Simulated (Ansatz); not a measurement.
# InAs wire along [111], 14 atoms a period, H-terminated: bands by functional

What gap, if any, does the InAs wire along [111], 14 atoms a period, H-terminated have, and how does it change with the functional?

Main program and level: Ansatz 0.2.0; DFT PBE, plane waves, PAW; relaxation of a wire's period; PAW set soft_1, in the first sound run; inputs show where later runs differ.

**1. The starting structure**

The cell holds 32 atoms: 7 In, 7 As and 18 H. Its edges and angles: a = 14.084 Å, b = 14.994 Å, c = 10.721 Å, α = 90.0°, β = 90.0°, γ = 90.0°. Vacuum lies along a and b. The structure's axis is c.

**2. Relaxation of atoms and period**

Band widths follow the bond lengths, so the wire is relaxed first. The atoms and the third cell vector are free; the box across stays fixed as vacuum. A Fermi-Dirac smearing is set since the result may be a metal. The pressure printed is a third of the stress's trace over the whole box, vacuum included; only the stress along the axis is relaxed.

Contents of input.yaml:

```yaml
crystal:
  lattice:
    - [14.084, 0.0, 0.0]
    - [0.0, 14.994, 0.0]
    - [0.0, 0.0, 10.7213944989]
  atoms:
    - { symbol: In, position: [0.499990017, 0.507220022, 0.0] }
    - { symbol: As, position: [0.499990017, 0.507220022, 0.25] }
    - { symbol: H, position: [0.241408691, 0.478913472, 0.277992274] }
    - { symbol: H, position: [0.344601244, 0.311026308, 0.277992274] }
    - { symbol: H, position: [0.396797464, 0.731720287, 0.277992274] }
    - { symbol: H, position: [0.60318257, 0.731720287, 0.277992274] }
    - { symbol: H, position: [0.655378791, 0.311026308, 0.277992274] }
    - { symbol: H, position: [0.758571344, 0.478913472, 0.277992274] }
    - { symbol: In, position: [0.344601244, 0.422951084, 0.333333333] }
    - { symbol: In, position: [0.499990017, 0.675757898, 0.333333333] }
    - { symbol: In, position: [0.655378791, 0.422951084, 0.333333333] }
    - { symbol: As, position: [0.344601244, 0.422951084, 0.583333333] }
    - { symbol: As, position: [0.499990017, 0.675757898, 0.583333333] }
    - { symbol: As, position: [0.655378791, 0.422951084, 0.583333333] }
    - { symbol: H, position: [0.241408691, 0.647451348, 0.611325607] }
    - { symbol: H, position: [0.499990017, 0.22675737, 0.611325607] }
    - { symbol: H, position: [0.758571344, 0.647451348, 0.611325607] }
    - { symbol: H, position: [0.25474256, 0.374219791, 0.631523582] }
    - { symbol: H, position: [0.499990017, 0.773220484, 0.631523582] }
    - { symbol: H, position: [0.745237474, 0.374219791, 0.631523582] }
    - { symbol: In, position: [0.344601244, 0.59148896, 0.666666667] }
    - { symbol: In, position: [0.499990017, 0.338682146, 0.666666667] }
    - { symbol: In, position: [0.655378791, 0.59148896, 0.666666667] }
    - { symbol: As, position: [0.344601244, 0.59148896, 0.916666667] }
    - { symbol: As, position: [0.499990017, 0.338682146, 0.916666667] }
    - { symbol: As, position: [0.655378791, 0.59148896, 0.916666667] }
    - { symbol: H, position: [0.25474256, 0.542757667, 0.964856915] }
    - { symbol: H, position: [0.344601244, 0.688951546, 0.964856915] }
    - { symbol: H, position: [0.410131334, 0.289950853, 0.964856915] }
    - { symbol: H, position: [0.589848701, 0.289950853, 0.964856915] }
    - { symbol: H, position: [0.655378791, 0.688951546, 0.964856915] }
    - { symbol: H, position: [0.745237474, 0.542757667, 0.964856915] }
kpoints:
  mp_grid: { grid: [1, 1, 8] }
scf:
  occupations: { method: fermi_dirac, width: 0.05 }
hamiltonian:
  xc: pbe
  pseudopotentials: { kind: paw, azcp: { folder: soft_1 } }
relax:
  cell: { fix: [a, b, alpha, beta, gamma] }
  max_steps: 45
  f_tol: 0.03
```

Run with:

```sh
$ ansatz run input.yaml --threads 4 --pin off --max-ram 16384MiB --backend cpu --events-out ev --progress --plain --runs-dir out
```

Numbers of over 12 decimals in the logs are rounded to 6 here.

The program printed:

```text
Engine: ansatz 0.2.0, aarch64-unknown-linux-gnu
Pseudopotentials: kind: paw
Pseudopotential: In, paw, valence charge 13, recommended cutoff 420 eV (normal), soft_1/In.paw.azcp
Pseudopotential: As, paw, valence charge 15, recommended cutoff 420 eV (normal), soft_1/As.paw.azcp
Pseudopotential: H, paw, valence charge 1, recommended cutoff 420 eV (normal), soft_1/H.paw.azcp
Functional definition: PBE
  parameter kappa = 0.804
  parameter beta = 0.066725
  exchange = pbe_x(kappa = kappa, mu = beta*pi^2/3)
  correlation = pbe_c(beta = beta)
Crystal: 32 atoms, lattice volume = 2264.096 Å³
Basis set: ecut = 420 eV, 44235 PW (Γ), exchange–correlation on 192×216×144 points (8 copies of the dense FFT grid, shifted against one another)
Bands: 139, of which v1, the nominal top of the filled ones, is band 107 counted from 1 (106 counted from 0)
Symmetry: 2 space group operations
Space group: Pm (ITA 6), of the structure as read, at distance tolerance 1.3e-4 Å
k-points: 5 of 8 (time reversal used)
Non-local potential: In, projectors of the file, l = 0: 2, l = 1: 2, l = 2: 2, l = 3: 1
Non-local potential: As, projectors of the file, l = 0: 2, l = 1: 2, l = 2: 3, l = 3: 1
Non-local potential: H, projectors of the file, l = 0: 2, l = 1: 1
PAW form: soft (Blöchl's): semilocal exchange-correlation on the pseudo side does not see the compensation charge
PAW one-centre angular grid: In, 590 points (default); XC on 64 Gauss nodes
PAW one-centre angular grid: As, 590 points (default); XC on 64 Gauss nodes
PAW one-centre angular grid: H, 110 points (default); XC on 64 Gauss nodes
Initial density: superposition of atomic densities (neutral atoms: chi_scale 0, normalization atom)
Initial wavefunctions: pseudopotential atomic-orbital guess
Functional: x = pbe(κ = 0.804, μ = 0.219515), c = pbe(β = 0.066725)
SCF iter   1: F=—  HF=-73464.698563 eV  |F-HF|=—  |Δ(HF+E_count)|=         —  Δρ=2.69e-2  dr2=1.98e1  ethr=3.10e-3  ⟨swp⟩=7.0  Hψ=3124  notcnv=0  defer=28
preconditioner: auto → Resta (q_TF=auto, 1.841 Å⁻¹)  ε∞=1.5  [insulator: Δε(μ)=2.765 eV  Ē_g=13.168 eV  σ=0.050 eV  W_gap=1.00  n_scr=246 (ndim 8)  ℏωp=9.4 eV  f_vac=0.656  D(μ)=0.00/eV (n_scr^D=0)  ε∞_Penn≈1.5  vacuum switching on, ρ_ref=1.3e-2 e/Å³]
SCF iter   2: F=—  HF=-73459.066452 eV  |F-HF|=—  |Δ(HF+E_count)|=    5.63e0  Δρ=1.01e-2  dr2=2.72e0  ethr=3.10e-3  ⟨swp⟩=3.6  Hψ=1222  notcnv=0  defer=128
SCF iter   3: F=—  HF=-73458.479139 eV  |F-HF|=—  |Δ(HF+E_count)|=   5.87e-1  Δρ=3.69e-3  dr2=5.51e-1  ethr=1.27e-3  ⟨swp⟩=4.0  Hψ=1125  notcnv=0  defer=115
SCF iter   4: F=—  HF=-73458.363386 eV  |F-HF|=—  |Δ(HF+E_count)|=   1.16e-1  Δρ=1.03e-3  dr2=2.73e-2  ethr=2.58e-4  ⟨swp⟩=4.0  Hψ=1040  notcnv=0  defer=115
SCF iter   5: F=—  HF=-73458.364572 eV  |F-HF|=—  |Δ(HF+E_count)|=   1.19e-3  Δρ=3.57e-4  dr2=3.59e-3  ethr=1.28e-5  ⟨swp⟩=3.0  Hψ=1278  notcnv=0  defer=115
SCF iter   6: F=—  HF=-73458.364732 eV  |F-HF|=—  |Δ(HF+E_count)|=   1.60e-4  Δρ=1.27e-4  dr2=5.13e-4  ethr=1.68e-6  ⟨swp⟩=2.0  Hψ=840  notcnv=0  defer=115
SCF iter   7: F=—  HF=-73458.364857 eV  |F-HF|=—  |Δ(HF+E_count)|=   1.25e-4  Δρ=4.27e-5  dr2=4.05e-5  ethr=2.40e-7  ⟨swp⟩=2.0  Hψ=734  notcnv=0  defer=115
SCF iter   8: F=—  HF=-73458.365225 eV  |F-HF|=—  |Δ(HF+E_count)|=   3.68e-4  Δρ=1.03e-5  dr2=2.68e-6  ethr=1.89e-8  ⟨swp⟩=2.0  Hψ=965  notcnv=0  defer=115
SCF iter   9: F=—  HF=-73458.365228 eV  |F-HF|=—  |Δ(HF+E_count)|=   3.04e-6  Δρ=3.58e-6  dr2=5.27e-7  ethr=1.25e-9  ⟨swp⟩=2.0  Hψ=1040  notcnv=0  defer=115
SCF iter  10: F=-73458.365228 eV  HF=-73458.365228 eV  |F-HF|=9.11e-9  |Δ(HF+E_count)|=   2.83e-7  Δρ=1.52e-6  dr2=8.42e-8  ethr=4.67e-11  ⟨swp⟩=3.0  Hψ=2634  notcnv=0
SCF 1 converged in 10 iterations: F = -73458.365228 eV  dr2 = 8.42e-8
  greatest PAW one-centre occupation: 0.999 electrons in one spin orbital (limit 2), on the As atom at site 25 (counted from 0), in its partial waves of l = 2
relax step   1: F+E_penalty+E_count = -73458.36522845 eV  Δ(F+E_penalty+E_count) = +0.000e0 eV  max|allowed force component| = 1.483e0 eV/Å  Δτ_max = 0.0000 Å  P = -0.300 GPa  Ω = 2264.096 Å³  fix = [a, b, alpha, beta, gamma]  reactions: a -0.470, b -0.472 GPa; alpha -0.001 GPa/rad  (10 SCF iters, dr2 threshold 1.00e-7 eV, accepted)
Crystal: 32 atoms, lattice volume = 2264.024 Å³
Initial density: handed on by an earlier stage of this run
Initial wavefunctions: those handed on with the density
iter 1 solved again at ethr=1.48e-4 eV; its pass at ethr=3.10e-3 eV (dr2=3.16e-1 eV) is discarded
SCF iter   1: F=—  HF=-73459.558165 eV  |F-HF|=—  |Δ(HF+E_count)|=         —  Δρ=3.54e-3  dr2=3.15e-1  ethr=1.48e-4  ⟨swp⟩=6.4  Hψ=3220  notcnv=0  defer=2
preconditioner: auto → Resta (q_TF=auto, 1.841 Å⁻¹)  ε∞=1.5  [insulator: Δε(μ)=2.401 eV  Ē_g=13.161 eV  σ=0.050 eV  W_gap=1.00  n_scr=246 (ndim 8)  ℏωp=9.4 eV  f_vac=0.697  D(μ)=0.00/eV (n_scr^D=0)  ε∞_Penn≈1.5  vacuum switching on, ρ_ref=1.3e-2 e/Å³]
SCF iter   2: F=—  HF=-73459.473658 eV  |F-HF|=—  |Δ(HF+E_count)|=   8.45e-2  Δρ=1.79e-3  dr2=4.63e-2  ethr=1.47e-4  ⟨swp⟩=3.8  Hψ=1177  notcnv=0  defer=43
SCF iter   3: F=—  HF=-73459.469423 eV  |F-HF|=—  |Δ(HF+E_count)|=   4.24e-3  Δρ=5.95e-4  dr2=1.01e-2  ethr=2.16e-5  ⟨swp⟩=3.0  Hψ=1298  notcnv=0  defer=97
SCF iter   4: F=—  HF=-73459.468015 eV  |F-HF|=—  |Δ(HF+E_count)|=   1.41e-3  Δρ=1.67e-4  dr2=6.85e-4  ethr=4.70e-6  ⟨swp⟩=2.2  Hψ=812  notcnv=0  defer=97
SCF iter   5: F=—  HF=-73459.468350 eV  |F-HF|=—  |Δ(HF+E_count)|=   3.34e-4  Δρ=4.88e-5  dr2=9.25e-5  ethr=3.20e-7  ⟨swp⟩=2.0  Hψ=1008  notcnv=0  defer=97
SCF iter   6: F=—  HF=-73459.468347 eV  |F-HF|=—  |Δ(HF+E_count)|=   2.60e-6  Δρ=1.92e-5  dr2=1.02e-5  ethr=4.32e-8  ⟨swp⟩=2.0  Hψ=965  notcnv=0  defer=97
SCF iter   7: F=-73459.468349 eV  HF=-73459.468349 eV  |F-HF|=9.91e-8  |Δ(HF+E_count)|=   1.76e-6  Δρ=5.45e-6  dr2=6.92e-7  ethr=1.50e-9  ⟨swp⟩=4.8  Hψ=1961  notcnv=0
SCF 2 converged in 7 iterations: F = -73459.468349 eV  dr2 = 6.92e-7
relax step   2: F+E_penalty+E_count = -73459.46834895 eV  Δ(F+E_penalty+E_count) = -1.103e0 eV  max|allowed force component| = 4.550e-1 eV/Å  Δτ_max = 0.1948 Å  P = -0.106 GPa  Ω = 2264.024 Å³  energy of the carried Pulay correction = +6.996e-6 eV  fix = [a, b, alpha, beta, gamma]  reactions: a -0.143, b -0.148 GPa; alpha +0.000 GPa/rad  (7 SCF iters, dr2 threshold 3.20e-6 eV, accepted)
Crystal: 32 atoms, lattice volume = 2264.342 Å³
Basis set: ecut = 420 eV, 44251 PW (Γ), exchange–correlation on 192×216×144 points (8 copies of the dense FFT grid, shifted against one another)
iter 1 solved again at ethr=3.45e-4 eV; its pass at ethr=3.10e-3 eV (dr2=7.38e-1 eV) is discarded
[...]
Initial wavefunctions: pseudopotential atomic-orbital guess (no wavefunctions were taken with the density)
iter 1 solved again at ethr=4.37e-8 eV; its pass at ethr=3.10e-3 eV (dr2=9.34e-5 eV) is discarded
SCF iter   1: F=—  HF=-73459.957787 eV  |F-HF|=—  |Δ(HF+E_count)|=         —  Δρ=4.52e-5  dr2=1.28e-6  ethr=4.37e-8  ⟨swp⟩=5.2  Hψ=5298  notcnv=0
preconditioner: auto → Resta (q_TF=auto, 1.839 Å⁻¹)  ε∞=1.5  [insulator: Δε(μ)=2.816 eV  Ē_g=13.247 eV  σ=0.050 eV  W_gap=1.00  n_scr=246 (ndim 8)  ℏωp=9.3 eV  f_vac=0.702  D(μ)=0.00/eV (n_scr^D=0)  ε∞_Penn≈1.5  vacuum switching on, ρ_ref=1.3e-2 e/Å³]
SCF iter   2: F=—  HF=-73459.962467 eV  |F-HF|=—  |Δ(HF+E_count)|=   4.68e-3  Δρ=2.27e-5  dr2=3.13e-7  ethr=5.96e-10  ⟨swp⟩=3.0  Hψ=1263  notcnv=0
SCF iter   3: F=—  HF=-73459.964783 eV  |F-HF|=—  |Δ(HF+E_count)|=   2.32e-3  Δρ=1.82e-6  dr2=4.67e-8  ethr=1.46e-10  ⟨swp⟩=3.0  Hψ=1158  notcnv=0
SCF iter   4: F=—  HF=-73459.964815 eV  |F-HF|=—  |Δ(HF+E_count)|=   3.14e-5  Δρ=6.46e-7  dr2=1.11e-8  ethr=2.18e-11  ⟨swp⟩=4.0  Hψ=1387  notcnv=0
SCF iter   5: F=—  HF=-73459.964821 eV  |F-HF|=—  |Δ(HF+E_count)|=   6.66e-6  Δρ=2.25e-7  dr2=2.35e-9  ethr=5.19e-12  ⟨swp⟩=3.0  Hψ=1090  notcnv=0
SCF iter   6: F=-73459.964822 eV  HF=-73459.964822 eV  |F-HF|=1.68e-7  |Δ(HF+E_count)|=   6.58e-7  Δρ=8.19e-8  dr2=2.44e-10  ethr=1.00e-12  ⟨swp⟩=3.0  Hψ=2507  notcnv=0
SCF 8 converged in 6 iterations: F = -73459.964822 eV  dr2 = 2.44e-10
relax step   8: F+E_penalty+E_count = -73459.96482229 eV  Δ(F+E_penalty+E_count) = -2.104e-3 eV  max|allowed force component| = 5.929e-3 eV/Å  Δτ_max = 0.0000 Å  P = +0.002 GPa  Ω = 2284.226 Å³  fix = [a, b, alpha, beta, gamma]  reactions: a +0.004, b +0.000 GPa; alpha -0.000 GPa/rad  stress off target by 1.90e-3 GPa on what of the cell is left free  SCF on the basis re-selected at this cell (its energy is not comparable with the rows above)  (6 SCF iters)
basis re-selected at this cell: Δ(F+E_penalty+E_count) = -2.104e-3 eV, ΔP = +0.001 GPa vs the last step (what re-selecting the basis moved, of the pressure what is left beyond the Pulay correction that the steps carried, after the strain that the cell walked since its last selection, with what the two solves' SCF thresholds leave and, on support functions, any second-order correction that the steps lacked; it is no measure of the basis error at this ecutwfc). The dense FFT grid was sized anew with the basis: this SCF ran on 96×108×75 points, the steps before it on 96×108×72, so part of this shift can come from that change (see relax.cell in the input reference). [rest of the remark cut]
SCF converged after 6 iterations
Free energy (F): -73459.964822 eV
Harris-Foulkes:  -73459.964822 eV  (|F-HF|=1.68e-7)
Internal energy: -73459.964822 eV  (E = F + TS)
E sigma→0 (E₀):  -73459.964822 eV
Fermi energy:    -2.156571 eV
--- Per-component energies (eV) ---
  E_band       = -4348.538368
  E_kinetic    = 2436.769672
  E_local      = -82281.278770  (includes V_loc(G=0)·N_el)
  E_nonlocal   = -452.696248
  E_hartree    = 40013.346999
  E_xc         = -1640.027648
  E_vxc        = -1330.105374  (∫ρ·V_xc dr)
  E_paw        = -43574.675969  (= ΣΔE_a)
  E_vpaw       = -2747.904862  (= ΣTr[D̂ρ^β])
  E_aug_tail   = -0.015074  (compensation charges beyond the density's cutoff)
  E_ewald      = 12038.612218
  E_smearing   = -0.000000  (= −TS)
  E_closure    = 0.000000  (closes the sum)
  Σ components = -73459.964822   (vs F -73459.964822, Δ=0.00e0)
--- Forces (eV/Å), atoms counted from 1 ---
  atom   1  In     0.00000000     0.00000230    -0.00126613
  atom   2  As    -0.00000000     0.00004633     0.00592956
  atom   3  H      0.00047787     0.00177729    -0.00161727
  atom   4  H      0.00211500    -0.00053025    -0.00145156
  atom   5  H     -0.00141536    -0.00153000    -0.00161639
  atom   6  H      0.00141536    -0.00153000    -0.00161639
  atom   7  H     -0.00211500    -0.00053025    -0.00145156
  atom   8  H     -0.00047787     0.00177729    -0.00161727
  atom   9  In     0.00249965     0.00143877    -0.00108741
  atom  10  In    -0.00000000    -0.00269315    -0.00075837
  atom  11  In    -0.00249965     0.00143877    -0.00108741
  atom  12  As    -0.00186217    -0.00124668    -0.00190914
  atom  13  As     0.00000000     0.00232842    -0.00185165
  atom  14  As     0.00186217    -0.00124668    -0.00190914
  atom  15  H      0.00382972    -0.00214208     0.00272172
  atom  16  H      0.00000000     0.00445263     0.00262780
  atom  17  H     -0.00382972    -0.00214208     0.00272172
  atom  18  H      0.00015709     0.00012533    -0.00037654
  atom  19  H     -0.00000000    -0.00015882    -0.00043728
  atom  20  H     -0.00015709     0.00012533    -0.00037654
  atom  21  In    -0.00134491     0.00079475    -0.00411929
  atom  22  In    -0.00000000    -0.00148496    -0.00414209
  atom  23  In     0.00134491     0.00079475    -0.00411929
  atom  24  As     0.00389077    -0.00221271     0.00169052
  atom  25  As     0.00000000     0.00441357     0.00140629
  atom  26  As    -0.00389077    -0.00221271     0.00169052
  atom  27  H     -0.00534659    -0.00136110     0.00228622
  atom  28  H     -0.00144456     0.00530964     0.00234856
  atom  29  H     -0.00385508    -0.00387716     0.00237921
  atom  30  H      0.00385508    -0.00387716     0.00237921
  atom  31  H      0.00144456     0.00530964     0.00234856
  atom  32  H      0.00534659    -0.00136110     0.00228622
  max |Σ_I F_I| component: 5.42e-6 eV/Å
--- Stress (GPa, compression-positive) ---
        0.003745       0.000000      -0.000000
        0.000000       0.000177       0.000368
       -0.000000       0.000368       0.001904
  P = ⅓ Tr σ = 0.0019 GPa (0.019 kbar)
--- Relaxed structure (7 steps of the walk, 7 accepted, 1 SCFs on fresh bases) ---
  F+E_penalty+E_count = -73459.96482229 eV   max|allowed force component| = 5.929e-3 eV/Å   (the final SCF, on the basis selected at the relaxed cell)
  cell:  # Å, volume = 2284.2262 Å³
    - [14.084, 0, 0]
    - [0, 14.994, 0]
    - [0, 0, 10.816720]
  atoms:
    - { symbol: In, position: [0.500000, 0.507307, 0.040670] }
    - { symbol: As, position: [0.500000, 0.507192, 0.279150] }
    - { symbol: H, position: [0.240112, 0.485754, 0.281751] }
    - { symbol: H, position: [0.350500, 0.306330, 0.282021] }
    - { symbol: H, position: [0.389650, 0.729193, 0.281790] }
    - { symbol: H, position: [0.610350, 0.729193, 0.281790] }
    - { symbol: H, position: [0.649500, 0.306330, 0.282021] }
    - { symbol: H, position: [0.759888, 0.485754, 0.281751] }
    - { symbol: In, position: [0.335528, 0.417919, 0.320750] }
    - { symbol: In, position: [0.500000, 0.685685, 0.320720] }
    - { symbol: In, position: [0.664472, 0.417919, 0.320750] }
    - { symbol: As, position: [0.353537, 0.427825, 0.573656] }
    - { symbol: As, position: [0.500000, 0.666135, 0.573613] }
    - { symbol: As, position: [0.646463, 0.427825, 0.573656] }
    - { symbol: H, position: [0.234270, 0.651268, 0.627986] }
    - { symbol: H, position: [0.500000, 0.219077, 0.628056] }
    - { symbol: H, position: [0.765730, 0.651268, 0.627986] }
    - { symbol: H, position: [0.267915, 0.381375, 0.631232] }
    - { symbol: H, position: [0.500000, 0.759016, 0.631149] }
    - { symbol: H, position: [0.732085, 0.381375, 0.631232] }
    - { symbol: In, position: [0.339472, 0.594355, 0.654987] }
    - { symbol: In, position: [0.500000, 0.333151, 0.655040] }
    - { symbol: In, position: [0.660528, 0.594355, 0.654987] }
    - { symbol: As, position: [0.358302, 0.584124, 0.908318] }
    - { symbol: As, position: [0.500000, 0.353586, 0.908338] }
    - { symbol: As, position: [0.641698, 0.584124, 0.908318] }
    - { symbol: H, position: [0.266653, 0.547219, 0.962330] }
    - { symbol: H, position: [0.346477, 0.677128, 0.962316] }
    - { symbol: H, position: [0.420159, 0.297455, 0.962316] }
    - { symbol: H, position: [0.579841, 0.297455, 0.962316] }
    - { symbol: H, position: [0.653523, 0.677128, 0.962316] }
    - { symbol: H, position: [0.733347, 0.547219, 0.962330] }
```

The job ended after 4.3 min (4 threads of Arm Neoverse V2, shared host; peak memory 5.2 GiB; 16 min of CPU time).

Step by step:

```
step  energy less that of the first step (eV)  largest force component (eV/Å)  pressure (GPa)  volume (Å³)
   1                                   0.0000                          1.4832           -0.30      2264.10
   2                                  -1.1031                          0.4550           -0.11      2264.02
   3                                  -1.5340                          0.1968           -0.02      2264.34
   4                                  -1.5762                          0.0815           -0.02      2268.21
   5                                  -1.5820                          0.1437           -0.02      2295.91
   6                                  -1.5957                          0.0324            0.00      2288.12
   7                                  -1.5975                          0.0059            0.00      2284.23
  8*                                  -1.5996                          0.0059            0.00      2284.23
```

Relaxation steps marked * repeat the geometry before them on a plane-wave basis chosen anew for their cell, so energy and pressure can jump there.

Forces are held to the 2 operations that the run works with; a distortion that breaks them can't arise in this run.

```
cell as run  before   after  change
      c (Å)  10.721  10.817  +0.9 %
```

The atoms that moved most (Å, along periodic axes as changes of fractional coordinates times the final cell, across vacuum about the mean position):

```
atom      dx      dy      dz  length
 In1   0.000   0.001   0.440   0.440
 As2   0.000   0.000   0.315   0.315
As25   0.000   0.223  -0.090   0.241
As26  -0.193  -0.110  -0.090   0.240
As24   0.193  -0.110  -0.090   0.240
 H16   0.000  -0.115   0.181   0.215
 H15  -0.101   0.057   0.180   0.214
 H17   0.101   0.057   0.180   0.214
```

This step gave:

* cell length along the wire: 10.82 Å

The cell's length comes to 10.817 Å with spin left out.

[end of part 1 of 2]

[Logs are printed without paths, hosts, clocks, repeated set-up lines and the standing remarks that a program may print on its own settings, such as how far it seeks lower states.]

[Hosts, paths, dates, database ids (printed as entryN), source tags and the programs' standing remarks are cut or masked in the printed files.]
